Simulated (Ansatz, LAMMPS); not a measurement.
# Relaxing aqueous N(CH3)4+ and BF4-, 5.3 mol of salt per kg of water, from a frame at 300 K (214 atoms), part 3 of 3

Aim: bring aqueous N(CH3)4+ and BF4-, 5.3 mol of salt per kg of water, from a frame at 300 K (214 atoms) to a nearby minimum of the energy and see what moves.

Ansatz 0.2.0; Kohn-Sham DFT, PBE+D4, PAW (set soft_2), plane waves.

The cell: 16 C, 4 N, 132 H, 4 B, 16 F and 42 O. The network of contacts between molecules at the start is that of the classical potential that made the cell. The concentration wasn't checked against solubility and may exceed it. The density was typed from a rule of thumb and may lie off the real one at this temperature. Sampling is at Γ alone, for a cell whose shortest periodic width is 13 Å.

So far. Step 4 (Relaxation): The relaxation changed the energy by -61.3 meV/atom, and atoms moved by 1.0 Å r.m.s., 2.2 Å at most.

## Step 6: Single point at the relaxed geometry

One more single point at the end of the walk gives the fuller output and checks the residual forces.

File input.yaml:

```yaml
crystal:
  lattice:
    - [12.89319, 0.0, 0.0]
    - [0.0, 12.89319, 0.0]
    - [0.0, 0.0, 12.89319]
  atoms:
    - { symbol: C, position: [0.49851, 0.42073, 0.84677] }
    - { symbol: "N", position: [0.5125, 0.35302, 0.75317] }
    - { symbol: C, position: [0.52992, 0.243, 0.78711] }
    - { symbol: C, position: [0.41725, 0.35876, 0.68642] }
    - { symbol: C, position: [0.60494, 0.38962, 0.69296] }
    - { symbol: H, position: [0.48635, 0.50049, 0.82066] }
    - { symbol: H, position: [0.56828, 0.41681, 0.89486] }
    - { symbol: H, position: [0.43127, 0.39255, 0.88993] }
    - { symbol: H, position: [0.54332, 0.19454, 0.7187] }
    - { symbol: H, position: [0.59817, 0.24204, 0.83781] }
    - { symbol: H, position: [0.46063, 0.21691, 0.82853] }
    - { symbol: H, position: [0.40728, 0.43847, 0.65869] }
    - { symbol: H, position: [0.42749, 0.3066, 0.6203] }
    - { symbol: H, position: [0.35048, 0.33478, 0.73312] }
    - { symbol: H, position: [0.67404, 0.3786, 0.74099] }
    - { symbol: H, position: [0.59439, 0.47202, 0.67554] }
    - { symbol: H, position: [0.61125, 0.34461, 0.62123] }
    - { symbol: C, position: [0.77477, 0.01854, 0.09128] }
    - { symbol: "N", position: [0.66578, 0.97829, 0.08197] }
    - { symbol: C, position: [0.59865, 0.02784, 0.16331] }
    - { symbol: C, position: [0.62462, 0.00423, 0.97629] }
    - { symbol: C, position: [0.66485, 0.86277, 0.09601] }
    - { symbol: H, position: [0.77293, 0.10258, 0.07903] }
    - { symbol: H, position: [0.82218, 0.98009, 0.03227] }
    - { symbol: H, position: [0.8041, 0.00079, 0.16883] }
    - { symbol: H, position: [0.5202, 0.99623, 0.15563] }
    - { symbol: H, position: [0.63118, 0.00997, 0.23968] }
    - { symbol: H, position: [0.59826, 0.11192, 0.15035] }
    - { symbol: H, position: [0.54427, 0.97742, 0.97103] }
    - { symbol: H, position: [0.62788, 0.08847, 0.96665] }
    - { symbol: H, position: [0.67391, 0.96634, 0.91845] }
    - { symbol: H, position: [0.71121, 0.82811, 0.03405] }
    [... 176 atom lines left out ...]
    - { symbol: O, position: [0.6673, 0.56526, 0.99093] }
    - { symbol: H, position: [0.63918, 0.60486, 0.93127] }
    - { symbol: H, position: [0.73251, 0.53336, 0.96601] }
    - { symbol: O, position: [0.75576, 0.27057, 0.93098] }
    - { symbol: H, position: [0.8038, 0.22043, 0.89811] }
    - { symbol: H, position: [0.79049, 0.33843, 0.92307] }
kpoints:
  mp_grid: { grid: [1, 1, 1] }
hamiltonian:
  xc: pbe
  dispersion: d4
scf:
  occupations: { method: fixed }
output:
  forces: true
  stress: true
  populations: intrinsic
  dos:
    method: { smearing: { sigma: 0.1 } }
    de: 0.1
    projected: { site_lists: { B: [B], C: [C], F: [F], H: [H], "N": ["N"] } }
  eigenvalues: true
  write_density: true
  write_potential: true
  volumetric_format: npy
  elf: true
```

Launch:

```
$ ansatz run input.yaml --threads 4 --pin off --max-ram 8192MiB --backend cpu --events-out ev --progress --plain --runs-dir out
```

Numbers of over 12 decimals in the logs are rounded to 6 here.

The program printed:

```text
[...]
Crystal: 214 atoms, lattice volume = 2143.291 Å³
Basis set: ecut = 420 eV, 41923 PW (Γ), exchange–correlation on 180×180×180 points (8 copies of the dense FFT grid, shifted against one another)
Bands: 510, of which v1, the nominal top of the filled ones, is band 296 counted from 1 (295 counted from 0)
Symmetry: 1 space group operations
[...]
k-points: 1
[...]
SCF iter   1: F=—  HF=-45095.156043 eV  |F-HF|=—  |Δ(HF+E_count)|=         —  Δρ=3.84e-3  dr2=3.68e-1  ethr=1.77e-3  ⟨swp⟩=5.0  Hψ=1752  notcnv=0  defer=211
[...]
SCF iter   9: F=-45095.000197 eV  HF=-45095.000197 eV  |F-HF|=1.74e-8  |Δ(HF+E_count)|=   3.20e-8  Δρ=1.69e-6  dr2=4.74e-8  ethr=1.69e-11  ⟨swp⟩=21.0  Hψ=5115  notcnv=0
SCF 1 converged in 9 iterations: F = -45095.000197 eV  dr2 = 4.74e-8
[...]
WARN: The input density's exchange-correlation potential varies sharply where the density is thin. Do not read a vacuum level from v_tot or v_xc, or from such a field of the output density. On a cell that repeats whose density bears no net charge and no dipole along the vacuum's axis use v_es (v_loc + v_h of the components); [...]
SCF converged after 9 iterations
Free energy (F): -45095.000197 eV
[...]
Internal energy: -45095.000197 eV  (E = F + TS)
E sigma→0 (E₀):  -45095.000197 eV
Fermi energy:    -2.291448 eV
[...]
--- Forces (eV/Å), atoms counted from 1 ---
  atom   1  C     -0.00173873    -0.00163585    -0.00434547
  atom   2  N      0.00018825    -0.00023969     0.00269516
  atom   3  C      0.00202660     0.00065356    -0.00050661
  atom   4  C     -0.00229330     0.00037334    -0.00256565
  atom   5  C      0.00135306     0.00018786     0.00022658
  atom   6  H      0.00028671     0.00108597     0.00006772
  atom   7  H      0.00121584    -0.00100172     0.00148837
  atom   8  H      0.00092696    -0.00011501     0.00120242
  atom   9  H     -0.00067250     0.00026997     0.00160849
  atom  10  H     -0.00124605    -0.00015095    -0.00062085
  atom  11  H      0.00092216    -0.00004991    -0.00023888
  atom  12  H      0.00023803    -0.00020636    -0.00024167
  atom  13  H      0.00035826     0.00054513     0.00099989
  atom  14  H     -0.00069439    -0.00045500     0.00125952
[...]
atom 213  H      0.00244152    -0.00602331     0.00070153
  atom 214  H     -0.00196255     0.00264093     0.00168539
  max |Σ_I F_I| component: 3.70e-5 eV/Å
--- Stress (GPa, compression-positive) ---
       -0.367890       0.044784       0.007088
        0.044783      -0.296074      -0.094469
        0.007090      -0.094470      -0.124376
  P = ⅓ Tr σ = -0.2628 GPa (-2.628 kbar)
--- Band table (eV) ---
[...]
--- intrinsic populations: 214 sites ---
  site symbol       q [e]
     0      C      4.4168
     1      N      4.8816
     2      C      4.4261
[...]
213      H      0.6217
  spilling = 0.000000 (of n_electrons = 592.000000)
```

Wall time 34 s (4 threads of Intel Xeon Platinum 8375C at 2.90GHz (Ice Lake), shared host); peak memory 3.2 GiB; 2.1 min of CPU time.

The program notes that the exchange-correlation potential is rough where the density is thin.

Numbers from this run:

```yaml
free_energy: -45095.0002 eV
free_energy_per_atom: -210.7243 eV/atom
scf_cycles: 9
pressure: -0.2628 GPa
r_m_s_force_component: 0.00292 eV/Å
longest_force: 0.02544 eV/Å
fermi_energy: -2.291 eV
spacing_of_highest_filled_and_lowest_empty_level: 5.289 eV
```

Intrinsic-atomic-orbital charges by element:

```tsv
element	coordination	atoms	mean charge (e)	spread	least	most
B	all	4	0.853	0.0054	0.846	0.860
C	all	16	-0.424	0.0071	-0.435	-0.412
F	all	16	-0.408	0.0086	-0.421	-0.392
H	all	132	0.317	0.0853	0.191	0.405
N	all	4	0.118	9.0e-4	0.117	0.119
O	all	42	-0.772	0.0194	-0.820	-0.728
```

Density of states as counts of states in windows of 1 eV (from the Fermi level), total and the larger projections:

```tsv
from (eV)	to (eV)	total	F p	H s	C p
-18	-17	34.5	0.0	7.5	0.0
-17	-13	0.0	0.0	0.0	0.0
-13	-12	5.7	0.0	1.5	0.2
-12	-11	18.3	0.0	4.7	0.7
-11	-10	0.0	0.0	0.0	0.0
-10	-9	1.0	0.0	0.4	0.2
-9	-8	7.0	0.0	2.7	1.4
-8	-7	5.6	3.7	0.4	0.0
-7	-6	69.8	5.3	17.6	9.1
-6	-5	64.3	16.6	12.0	2.3
-5	-4	14.4	0.5	4.2	8.1
-4	-3	77.6	14.6	15.0	18.5
-3	-2	77.4	26.7	7.8	9.6
-2	-1	42.8	20.7	0.7	0.5
-1	0	80.0	0.3	0.4	0.5
0	1	4.0	0.0	0.0	0.0
1	5	0.0	0.0	0.0	0.0
```

With fixed occupations the program's Fermi level is the highest filled level; weight inside the gap is the broadening of levels at its edges.

Between -24 and -18 eV lie 89 more states.

Not all projections were asked for or kept, so they needn't add up to the total.

The levels nearest the highest filled one (over half full), pooled over k-points and spins:

```tsv
level less the highest filled one (eV)	occupation
-0.156	2
-0.131	2
-0.0889	2
-0.0441	2
-0.0032	2
0	2
5.29	0
6.22	0
6.34	0
6.40	0
6.44	0
6.50	0
```

Valence density in the ab plane at fractional z = 0.082, with atoms of C and N and H and B and F and O within 0.2 Å of it. It is the smooth field of the valence electrons, not physical close to the nuclei.

Ten steps, logarithmic in the rise over the least value, from '0' (0 e/Å³) to '9' (10 e/Å³), each cell a mean:
```
0011245532110000000112357764444320000
0123344332211000000011246653222110000
0246643222211111110113456653201000000
0246642111113454421124666654201010001
0123321100013678742113433332100000000
1011110000012478742111111111000011221
2111100000001245421000000000001024774
4332201010001022201000101010101137996
4343211000000000100000112210000125876
4443210000000000000000123321000012333
5542100000000000000000112211000000124
7642010000000000000000011100000000024
4431000000000000000000000000000000113
1110000000000000000000000000000000001
1111100000000000000001111000000000000
1354210000000011000123442100000000001
2465321000011233221247875210000000001
3444321100012466542347985310100000011
3333321100012466432235653110000000012
2211111000011344211111211101110000001
0000000000000111100011111012442100000
0000000000000010000011211123564211000
0000112211000000000112234444665311000
0001134421100000000112356765665421100
```
Columns run along a (12.9 Å), rows up along b (12.9 Å). Atoms in or near the plane, at fractional coordinates: C at (0.77, 0.02), N at (0.67, 0.98), C at (0.66, 0.86), H at (0.77, 0.10), H at (0.58, 0.84), H at (0.06, 0.32), B at (0.03, 0.62), F at (0.93, 0.67), O at (0.60, 0.27), O at (0.41, 0.78), H at (0.35, 0.82).

ELF in the ab plane at fractional z = 0.082, with atoms of C and N and H and B and F and O within 0.2 Å of it. It is the smooth field of the valence electrons, not physical close to the nuclei.

Ten even steps from '0' (0.00 × 1e-1) to '9' (10.00 × 1e-1), each cell a mean:
```
0000146620000000000100264376468752000
0233323211321000000000158862124320000
1578762002310222210047773355200000000
1578874000005876662079994487510000000
0145552000027975885038974577410000000
0000000000024775774002421122100002332
2000000000013578741000000000000036776
5111000000001123200000000000000268667
3022100000000000000000012200000267777
3222100000000000000000013310000023322
7641000000000000000000001110000000025
8873000000000000000000000000000000157
6752000000000000000000000000000000025
1100000000000000000000000000000000000
0244200000000000000012210000000000000
6999830000000111000256653100000000001
6999841000013554330388666420000000002
6766666300026887783288568520000000035
9853689500015888762058876300000000289
9842355100002566420012221001344100179
5200000000000111100001110018999710015
0000000000000000000012310028999610000
0000001110000000000111123346666420000
0000024530000000001211365587226652000
```
Columns run along a (12.9 Å), rows up along b (12.9 Å). Atoms in or near the plane, at fractional coordinates: C at (0.77, 0.02), N at (0.67, 0.98), C at (0.66, 0.86), H at (0.77, 0.10), H at (0.58, 0.84), H at (0.06, 0.32), B at (0.03, 0.62), F at (0.93, 0.67), O at (0.60, 0.27), O at (0.41, 0.78), H at (0.35, 0.82).

Mean intrinsic-atomic-orbital charges: B +0.85, C -0.42, F -0.41, H +0.32, N +0.12, O -0.77 e.

Local excerpt of 8 atoms (numbers count through the whole input) about N19, one of the 4 N atoms; x, y, z are measured from there.

```tsv
atom	x	y	z	distance (Å)	bonds	intrinsic-atomic-orbital charge (e)
N19	0.00	0.00	0.00	0.00	4	0.12
C21	-0.53	0.33	-1.36	1.50	4	-0.42
C22	-0.01	-1.49	0.18	1.50	4	-0.43
C20	-0.87	0.64	1.05	1.50	4	-0.43
C18	1.41	0.52	0.12	1.50	4	-0.43
H30	-0.49	1.42	-1.49	2.11	1	0.20
H32	0.59	-1.94	-0.62	2.12	1	0.20
H24	2.02	0.02	-0.64	2.12	1	0.21
```

The column of bonds counts only the pairs H-O within 1.21 Å, H-C within 1.34 Å, C-N within 1.79 Å, F-B within 1.72 Å; other neighbours, such as metal atoms beside each other in a compound, aren't counted, and periodic images can show an atom twice.

## Step 7: A changed input

A doubtful change is made on purpose, to see how the program answers.

input.yaml, the sections that differ from step 6:

```yaml
crystal:
  lattice:
    - [12.89319, 0.0, 0.0]
    - [0.0, 12.89319, 0.0]
    - [0.0, 0.0, 12.89319]
  atoms:
    [... the 214 atom lines of step 3 ...]
scf:
  occupations: { method: fixed }
  max_iter: 100
output:
  forces: true
magnetization:
  spin_polarized: true
  initial_magnetization: 7
# kpoints, hamiltonian: as in step 6
```

The program printed:

```text
Error: inconsistent input (scf.occupations.method, magnetization): a σ = 0 step fill (method: fixed, or a smearing width below the step floor) with no hard lock on the total moment puts the same N_el/2 bands in each spin channel, which gives a total moment of zero, but the starting moments sum to +7.0000 μB; [...]
```

It took 0.06 s on 4 threads; peak memory 0.097 GiB; 0.1 s of CPU time.

The input was rejected at the start.

The program's message: “Error: inconsistent input (scf.occupations.method, magnetization): a σ = 0 step fill (method: fixed, or a smearing width below the step floor) with no hard lock on the total moment puts the same N_el/ …”

The fault in the input: an impossible spin (magnetization.initial_magnetization = 7 and magnetization.spin_polarized = true). The fix is to take out magnetization.initial_magnetization and take out magnetization.spin_polarized.

## Step 8: Results

- energy change in the relaxation: -61.3 meV/atom
- r.m.s. displacement: 1.041 Å
- largest displacement: 2.205 Å
- free energy per atom: -210.7243 eV/atom
- pressure: -0.2628 GPa
- r.m.s. force component: 0.00292 eV/Å
- gap (highest filled to lowest empty level): 5.289 eV
- wall time of the 3 DFT runs: 19 min

What this shows: Relaxation lowers the energy by 61.3 meV/atom and moves atoms by 1.0 Å r.m.s.; the r.m.s. force component goes from 0.71 to 0.0029 eV/Å, the pressure goes from -0.97 to -0.26 GPa, and the gap from 4.18 to 5.29 eV. By the final cutoffs no bond was broken or made. From the first step to the last the energy fell by 13.119 eV, and the largest move was 2.21 Å (H32). The F-B bonds go from 1.405 Å (spread 0.023) to 1.416 Å (spread 0.017). Counting bonds as in the table, all B atoms have 4, all C atoms have 4, all F atoms have 1 and all H atoms have 1 bonded neighbour. The 42 water molecules hold 3.05 hydrogen bonds each to other water on average, with a mean O–O distance of 2.76 Å. Between filled and empty levels lie 5.29 eV (at Γ alone); a semilocal functional tends to put such gaps too low. In a disordered cell it changes from sample to sample and from frame to frame.

Caveats: The network of contacts between molecules at the start is that of the classical potential that made the cell; in DFT atoms moved by 1.0 Å r.m.s.

[Logs are printed without paths, hosts, clocks, repeated set-up lines and the standing remarks that a program may print on its own settings, such as how far it seeks lower states.]

[Hosts, paths, dates, database ids (printed as entryN), source tags and the programs' standing remarks are cut or masked in the printed files.]
